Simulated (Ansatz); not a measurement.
# amorphous C: which shell does photoemission see at 21.2 and 1486.7 eV? (PBEsol)

The valence band of amorphous C mixes several shells. Work out by hand which one leads the spectrum's area at each photon energy.

Filled states come from the projected DOS of Ansatz 0.2.0 (PBEsol, plane waves); cross sections σ and asymmetry parameters β are those of free atoms in a Dirac–Hartree–Slater calculation. A shell's area is states × σ × angular factor, which is 1 + β·P₂(cos θ) for linear light, with θ = 0° from the polarisation and P₂ = 1.000.

**At 21.2 eV** (states counted from 11.2 eV below the zero; other shells add 0 to the products' sum of 577):

| shell | filled states a cell | cross section (Mb an electron) | β | angular factor | product | share by hand (%) | share in the simulated spectrum (%) |
| --- | --- | --- | --- | --- | --- | --- | --- |
| C 2s | 10.06 | 0.584 | 2.00 | 3.00 | 17.6 | 3 | 3 |
| C 2p | 87.94 | 2.74 | 1.32 | 2.33 | 559 | 97 | 97 |

**At 1486.7 eV** (states counted from 22.4 eV below the zero; other shells add 0 to the products' sum of 0.034):

| shell | filled states a cell | cross section (Mb an electron) | β | angular factor | product | share by hand (%) | share in the simulated spectrum (%) |
| --- | --- | --- | --- | --- | --- | --- | --- |
| C 2s | 34.64 | 0.000314 | 2.00 | 3.00 | 0.0326 | 96 | 96 |
| C 2p | 108.41 | 9.78e-06 | 0.34 | 1.34 | 0.00142 | 4 | 4 |

C 2p leads at 21.2 eV and C 2s at 1486.7 eV. Between the two energies σ of C 2p changes by a factor 3.6e-6 and that of C 2s by 5.4e-4, so their ratio moves 150-fold in favour of the second. The simulated spectrum uses the same rule on the energy-resolved DOS, so the two share columns agree within a few points.

Only crystals where the two columns agree within 4 points and the lead is clear are worked in this form. Free-atom cross sections ignore the solid's final states, no escape depth or background enters, and the count of states a shell hangs on the projection.
